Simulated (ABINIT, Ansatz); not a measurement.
## A GW chain in ABINIT: CaC2 (Immm)

Wanted: ground state, empty states, screening and self-energy for CaC2 (Immm).

Method: PBEsol and many-body steps on it, plane waves, in ABINIT 10.8.3.

This is a report of a sequence of runs, with most program output left out.

### 1. Set-up

The structure is orthorhombic, space group Immm (No. 71). Conventional cell: a = 3.790 Å, b = 4.887 Å, c = 5.360 Å, α = 90.00°, β = 90.00°, γ = 90.00°. Nearest to Ca lie 8 C at 2.62 to 2.75 Å. Nearest to C lie 1 C at 1.26 Å and 4 Ca at 2.62 to 2.75 Å. Farther neighbours are not listed.

The cell and positions are those that the Materials Project relaxed with its own functionals (PBE, PBE+U or r2SCAN), kept fixed.

### 2. Ground state

This step: ABINIT 10.8.3; DFT, PBEsol, plane waves, norm-conserving pseudopotentials.

The ground-state density comes first.

File run.abi:

```
acell 3*1.0 Angstrom
rprim 
  -1.894876555000 2.443261230000 2.680131180000
  1.894876555000 -2.443261230000 2.680131180000
  1.894876555000 2.443261230000 -2.680131180000
ntypat 2
znucl 20 6
natom 3
typat 1 2 2
xred 
  0.000000000000 0.000000000000 0.000000000000
  0.371239070000 0.500000000000 0.871239070000
  0.628760930000 0.500000000000 0.128760930000
pp_dirpath "pseudos"
pseudos "Ca.upf, C.upf"
ecut 37
ngkpt 6 6 6
nshiftk 1
shiftk 0 0 0
kptopt 1
chksymbreak 0
nband 14
occopt 1
tolvrs 1e-10
nstep 60
prtwf 0
optforces 0
optstress 0
indata_prefix "in"
outdata_prefix "out"
tmpdata_prefix "tmp"
```

Started as:

```
$ OMP_NUM_THREADS=1 mpirun -n 4 abinit run.abi > log
```

Elapsed: 29 s, on 4 MPI ranks of Arm Neoverse V1, shared host; peak memory 0.34 GiB.

Numbers from this step:

| Property | Result |
| --- | --- |
| total energy | -1378.0876 eV |
| gap | 2.343 eV |
| k of the valence top | 0.3333, -0.1667, 0.1667 |
| k of the conduction bottom | 0, 0, 0 |
| least direct gap | 2.601 eV |

The gap is indirect, with the least direct gap 0.26 eV higher.

### 3. Bands along the symmetry lines

Levels along a band path, at the cheap level, show where the edges lie and whether the meshes to come will hold them.

File run.abi:

```
acell 3*1.0 Angstrom
rprim 
  -1.894876555000 2.443261230000 2.680131180000
  1.894876555000 -2.443261230000 2.680131180000
  1.894876555000 2.443261230000 -2.680131180000
ntypat 2
znucl 20 6
natom 3
typat 1 2 2
xred 
  0.000000000000 0.000000000000 0.000000000000
  0.371239070000 0.500000000000 0.871239070000
  0.628760930000 0.500000000000 0.128760930000
pp_dirpath "pseudos"
pseudos "Ca.upf, C.upf"
ecut 37
iscf -2
irdden 1
kptopt 0
nkpt 92
kpt 
  0.00000000 0.00000000 0.00000000
  0.06250000 0.06250000 -0.06250000
  0.12500000 0.12500000 -0.12500000
  0.18750000 0.18750000 -0.18750000
  0.25000000 0.25000000 -0.25000000
  0.31250000 0.31250000 -0.31250000
  0.37500000 0.37500000 -0.37500000
  0.43750000 0.43750000 -0.43750000
  0.50000000 0.50000000 -0.50000000
  0.48437067 0.51562933 -0.48437067
  0.46874135 0.53125865 -0.46874135
  0.45311202 0.54688798 -0.45311202
  0.43748270 0.56251731 -0.43748270
  0.42185337 0.57814663 -0.42185337
  0.40622404 0.59377596 -0.40622404
  0.39059472 0.60940528 -0.39059472
  0.37496539 0.62503461 -0.37496539
  -0.37496539 0.37496539 0.37496539
  -0.32809472 0.32809472 0.32809472
  -0.28122404 0.28122404 0.28122404
  -0.23435337 0.23435337 0.23435337
  -0.18748270 0.18748270 0.18748270
  -0.14061202 0.14061202 0.14061202
  -0.09374135 0.09374135 0.09374135
  -0.04687067 0.04687067 0.04687067
  0.00000000 0.00000000 0.00000000
  0.05722034 -0.05722034 0.05722034
  0.11444069 -0.11444069 0.11444069
  0.17166103 -0.17166103 0.17166103
  0.22888138 -0.22888138 0.22888138
  0.28610172 -0.28610172 0.28610172
  0.34332207 -0.34332207 0.34332207
  0.40054241 -0.40054241 0.40054241
  0.45776276 -0.45776276 0.45776276
  0.54223724 0.45776276 -0.45776276
  0.53695758 0.46304241 -0.46304241
  0.53167793 0.46832207 -0.46832207
  0.52639828 0.47360172 -0.47360172
  0.52111862 0.47888138 -0.47888138
  0.51583896 0.48416104 -0.48416104
  0.51055931 0.48944069 -0.48944069
  0.50527966 0.49472035 -0.49472035
  0.50000000 0.50000000 -0.50000000
  0.00000000 0.00000000 0.00000000
  0.00000000 0.06250000 0.00000000
  0.00000000 0.12500000 0.00000000
  0.00000000 0.18750000 0.00000000
  0.00000000 0.25000000 0.00000000
  0.00000000 0.31250000 0.00000000
  0.00000000 0.37500000 0.00000000
  0.00000000 0.43750000 0.00000000
  0.00000000 0.50000000 0.00000000
  0.03125000 0.46875000 0.03125000
  0.06250000 0.43750000 0.06250000
  0.09375000 0.40625000 0.09375000
  0.12500000 0.37500000 0.12500000
  0.15625000 0.34375000 0.15625000
  0.18750000 0.31250000 0.18750000
  0.21875000 0.28125000 0.21875000
  0.25000000 0.25000000 0.25000000
  0.28125000 0.21875000 0.21875000
  0.31250000 0.18750000 0.18750000
  0.34375000 0.15625000 0.15625000
  0.37500000 0.12500000 0.12500000
  0.40625000 0.09375000 0.09375000
  0.43750000 0.06250000 0.06250000
  0.46875000 0.03125000 0.03125000
  0.50000000 0.00000000 0.00000000
  0.43750000 0.00000000 0.00000000
  0.37500000 0.00000000 0.00000000
  0.31250000 0.00000000 0.00000000
  0.25000000 0.00000000 0.00000000
  0.18750000 0.00000000 0.00000000
  0.12500000 0.00000000 0.00000000
  0.06250000 0.00000000 0.00000000
  0.00000000 0.00000000 0.00000000
  0.00000000 0.00000000 0.06250000
  0.00000000 0.00000000 0.12500000
  0.00000000 0.00000000 0.18750000
  0.00000000 0.00000000 0.25000000
  0.00000000 0.00000000 0.31250000
  0.00000000 0.00000000 0.37500000
  0.00000000 0.00000000 0.43750000
  0.00000000 0.00000000 0.50000000
  0.03125000 0.03125000 0.46875000
  0.06250000 0.06250000 0.43750000
  0.09375000 0.09375000 0.40625000
  0.12500000 0.12500000 0.37500000
  0.15625000 0.15625000 0.34375000
  0.18750000 0.18750000 0.31250000
  0.21875000 0.21875000 0.28125000
  0.25000000 0.25000000 0.25000000
istwfk *1
nband 16
nbdbuf 2
tolwfr 1e-08
nstep 40
prtwf 0
prtvol 0
indata_prefix "in"
outdata_prefix "out"
tmpdata_prefix "tmp"
```

Elapsed: 38 s, on 4 MPI ranks; peak memory 0.33 GiB.

Numbers from this step:

```yaml
gap: 2.293 eV
k_of_the_valence_top: 0.2861, -0.2861, 0.2861
k_of_the_conduction_bottom: 0, 0, 0
least_direct_gap: 2.601 eV
```

The gap is 2.293 eV, −0.049 eV from the run before at this level.

Electronic bands along the path, in eV, zero at the top of the highest filled band:

```csv
point,band 6,band 7,band 8,band 9,band 10,band 11,band 12,band 13
Γ,-2.30,-2.25,-0.57,-0.31,2.29,3.56,5.52,5.84
halfway,-3.02,-2.63,-0.97,-0.68,4.13,4.70,4.83,6.98
X,-3.41,-2.21,-1.08,-0.89,4.30,4.81,6.65,7.24
halfway,-3.43,-2.15,-1.17,-0.96,4.67,4.91,6.41,6.95
F2,-3.45,-1.98,-1.70,-0.73,5.17,5.54,5.77,6.34
jump to Σ0,-3.45,-1.98,-1.70,-0.73,5.17,5.54,5.77,6.34
halfway,-3.05,-2.45,-1.04,-0.42,3.34,4.93,5.12,6.67
Γ,-2.30,-2.25,-0.57,-0.31,2.29,3.56,5.52,5.84
halfway,-4.02,-1.49,-0.92,-0.05,3.84,5.43,6.00,6.40
Y0,-3.48,-2.19,-0.98,-0.90,4.33,4.90,6.50,7.22
jump to U0,-3.48,-2.19,-0.98,-0.90,4.33,4.90,6.50,7.22
halfway,-3.43,-2.20,-1.05,-0.89,4.31,4.83,6.61,7.24
X,-3.41,-2.21,-1.08,-0.89,4.30,4.81,6.65,7.24
jump to Γ,-2.30,-2.25,-0.57,-0.31,2.29,3.56,5.52,5.84
halfway,-2.89,-2.44,-0.96,-0.67,3.25,4.58,5.64,6.39
R,-3.35,-2.81,-1.29,-0.79,4.31,6.14,6.57,7.07
halfway,-3.35,-2.53,-1.41,-0.70,3.87,5.17,6.37,7.51
W,-3.35,-1.94,-1.85,-0.61,3.71,4.31,6.19,7.62
halfway,-3.90,-1.70,-1.51,-0.41,4.52,4.56,6.35,6.55
S,-4.32,-1.67,-1.01,-0.20,4.71,5.38,6.19,6.73
halfway,-3.66,-1.34,-0.78,-0.70,3.38,4.56,5.51,6.39
Γ,-2.30,-2.25,-0.57,-0.31,2.29,3.56,5.52,5.84
halfway,-3.42,-1.36,-0.95,-0.67,2.73,4.48,5.92,6.40
T,-3.45,-1.43,-1.17,-0.71,2.53,3.79,6.96,7.05
halfway,-3.40,-1.70,-1.54,-0.64,3.25,3.76,6.98,7.55
W,-3.35,-1.94,-1.85,-0.61,3.71,4.31,6.19,7.62
```

### 4. Empty states on the mesh, 4×4×4 mesh, 37 bands

The sums over transitions need many empty states on a uniform mesh; this step solves for them.

File run.abi:

```
acell 3*1.0 Angstrom
rprim 
  -1.894876555000 2.443261230000 2.680131180000
  1.894876555000 -2.443261230000 2.680131180000
  1.894876555000 2.443261230000 -2.680131180000
ntypat 2
znucl 20 6
natom 3
typat 1 2 2
xred 
  0.000000000000 0.000000000000 0.000000000000
  0.371239070000 0.500000000000 0.871239070000
  0.628760930000 0.500000000000 0.128760930000
pp_dirpath "pseudos"
pseudos "Ca.upf, C.upf"
ecut 37
ngkpt 4 4 4
nshiftk 1
shiftk 0 0 0
kptopt 1
chksymbreak 0
iscf -2
irdden 1
istwfk *1
nband 37
nbdbuf 4
tolwfr 1e-09
nstep 60
prtvol 0
indata_prefix "in"
outdata_prefix "out"
tmpdata_prefix "tmp"
```

Elapsed: 16 s, on 4 MPI ranks; peak memory 0.29 GiB.

This step gave:

| Property | Result |
| --- | --- |
| gap | 2.291 eV |
| k of the valence top | 0.25, -0.25, 0.25 |
| k of the conduction bottom | 0, 0, 0 |
| least direct gap | 2.601 eV |
| k points computed | 18 |
| lowest point of the top converged band, above the valence top | 27.37 eV |

On this mesh the gap is 2.291 eV.

### 5. Screening, 4×4×4 mesh, 33 bands, screening to 98 eV

The RPA dielectric matrix is built and inverted for each q.

This step: RPA screening on PBEsol, plane waves, norm-conserving pseudopotentials.

Edit run.abi of step 4 so:

```diff
@@ -21,10 +21,11 @@
 chksymbreak 0
-iscf -2
-irdden 1
 istwfk *1
-nband 37
-nbdbuf 4
-tolwfr 1e-09
-nstep 60
-prtvol 0
+occopt 1
+irdwfk 1
+optdriver 3
+nband 33
+ecuteps 3.6
+inclvkb 2
+awtr 1
+symchi 1
 indata_prefix "in"
```

Elapsed: 62 s, on 4 MPI ranks; peak memory 1.9 GiB.

Numbers from this step:

```yaml
eps_infinity_with_local_fields_on_this_mesh_along_the_program_s_q_direction: 3.617
the_same_without_local_fields: 4.331
plasma_frequency: 22.36 eV
plane_waves_in_the_screening_matrix: 105
```

Local fields lower ε∞ by 16 %. On a Γ-centred mesh this coarse the value itself is usually too large, while a short band sum pulls it down.

### 6. Self-energy, 4×4×4 mesh, 33 bands, screening to 98 eV

The self-energy is evaluated for the states that the input lists, and the levels follow from it, in one-shot runs by the linearised quasiparticle equation.

This step: G0W0 on PBEsol, plane waves, norm-conserving pseudopotentials.

Edit run.abi of step 5 so:

```diff
@@ -24,8 +24,17 @@
 irdwfk 1
-optdriver 3
+optdriver 4
 nband 33
+gwcalctyp 0
+ecutsigx 37
+symsigma 1
+nkptgw 2
+kptgw 
+  0.2500000000 -0.2500000000 0.2500000000
+  0.0000000000 0.0000000000 0.0000000000
+bdgw 
+  8 11
+  8 11
 ecuteps 3.6
-inclvkb 2
-awtr 1
-symchi 1
+irdscr 1
+ppmodel 1
 indata_prefix "in"
```

The job ended after 11 s (4 MPI ranks; peak memory 1.9 GiB; 43 s of CPU time).

Numbers from this step:

* G0W0 gap on the points computed: 4.408 eV
* starting gap on the mesh: 2.291 eV
* k of the valence top: 0.25, -0.25, 0.25
* k of the conduction bottom: 0, 0, 0
* Z at the valence top: 0.78
* Z at the conduction bottom: 0.82
* least direct G0W0 gap on the computed points: 4.771 eV

The gap on the mesh goes from 2.29 eV to 4.41 eV, a correction of +2.12 eV. The start differs from the 2.34 eV found before because the two sample other k points.

Limits: finite bands, cutoff and mesh; coarse k mesh. v1 is the top filled band, c1 the lowest empty one. The levels before and after the correction (eV, zero at the valence-band top of each column):

```csv
,conduction bottom,valence top
Kohn-Sham,2.29,0.00
G0W0,4.41,0.00
```

```csv
,level,energy (eV)
Kohn-Sham,(0.25 -0.25 0.25) v2,-0.955
Kohn-Sham,(0.25 -0.25 0.25) v1,0.000
Kohn-Sham,(0.25 -0.25 0.25) c1,4.080
Kohn-Sham,(0.25 -0.25 0.25) c2,5.281
Kohn-Sham,Γ v2,-0.568
Kohn-Sham,Γ v1,-0.310
Kohn-Sham,Γ c1,2.291
Kohn-Sham,Γ c2,3.554
G0W0,(0.25 -0.25 0.25) v2,-1.049
G0W0,(0.25 -0.25 0.25) v1,0.000
G0W0,(0.25 -0.25 0.25) c1,6.353
G0W0,(0.25 -0.25 0.25) c2,7.847
G0W0,Γ v2,-0.648
G0W0,Γ v1,-0.363
G0W0,Γ c1,4.408
G0W0,Γ c2,6.050
```

### 7. Where the time went

Times are wall times on 4 MPI ranks of Arm Neoverse V1, shared host, good to a factor of about two.

```csv
step,time,share,memory (GiB)
ground state,29 s,18 %,0.34
bands along the symmetry lines,38 s,25 %,0.33
empty states on the mesh,16 s,11 %,0.29
screening,62 s,40 %,1.9
self-energy,11 s,7 %,1.9
```

### 8. Outcome

```
PBEsol gap           : 2.29 eV, indirect
G0W0 gap on the mesh : 4.41 eV
GW settings          : 4×4×4 mesh, 33 bands, screening to 98 eV, Godby-Needs plasmon pole
known limits         : not at the basis limit; coarse k mesh
```

**Reading.** G0W0 moves the gap on the mesh from 2.29 eV to 4.41 eV (+2.12 eV), with Z of 0.78 and 0.82 at the edges. Local fields lower the RPA ε∞ on this mesh from 4.33 to 3.62; a Γ-centred mesh this coarse tends to raise both, most where the direct gap is narrow, while a short band sum lowers them. Only 2 of the mesh's irreducible points were corrected, so a valley elsewhere could overtake. The dearest step here is «screening». Bands and cutoff are finite, so the gap is not at the basis limit. The miss can reach some tenths of an eV and take either sign; the mesh is an error of its own. In the G0W0 run levels were corrected at 2 k points alone, so a gap called «on the mesh» is the least over those, and an edge elsewhere would be missed. The 4×4×4 mesh is coarse for this cell, which bears on the long-range parts of exchange and screening.

[Paths, hosts, dates, memory and timing lines, banners, echoed tables and standing remarks are left out of the program output.]

[Logs are printed without paths, hosts, clocks, repeated set-up lines and the standing remarks that a program may print on its own settings, such as how far it seeks lower states.]

[Runs of the session that timed out or met a known fault of the program may be left out.]

[Hosts, paths, dates, database ids (printed as entryN), source tags and the programs' standing remarks are cut or masked in the printed files.]

[G0W0 gaps are taken among the corrected bands and points alone; a level outside them can change the order at an edge.]

[Where Ansatz stands beside ABINIT at settings called matched, ABINIT's density can come from a denser mesh and the files from another edition; pairs whose starting gaps differed by over 0.03 eV were left out, so agreement reads better than it is.]
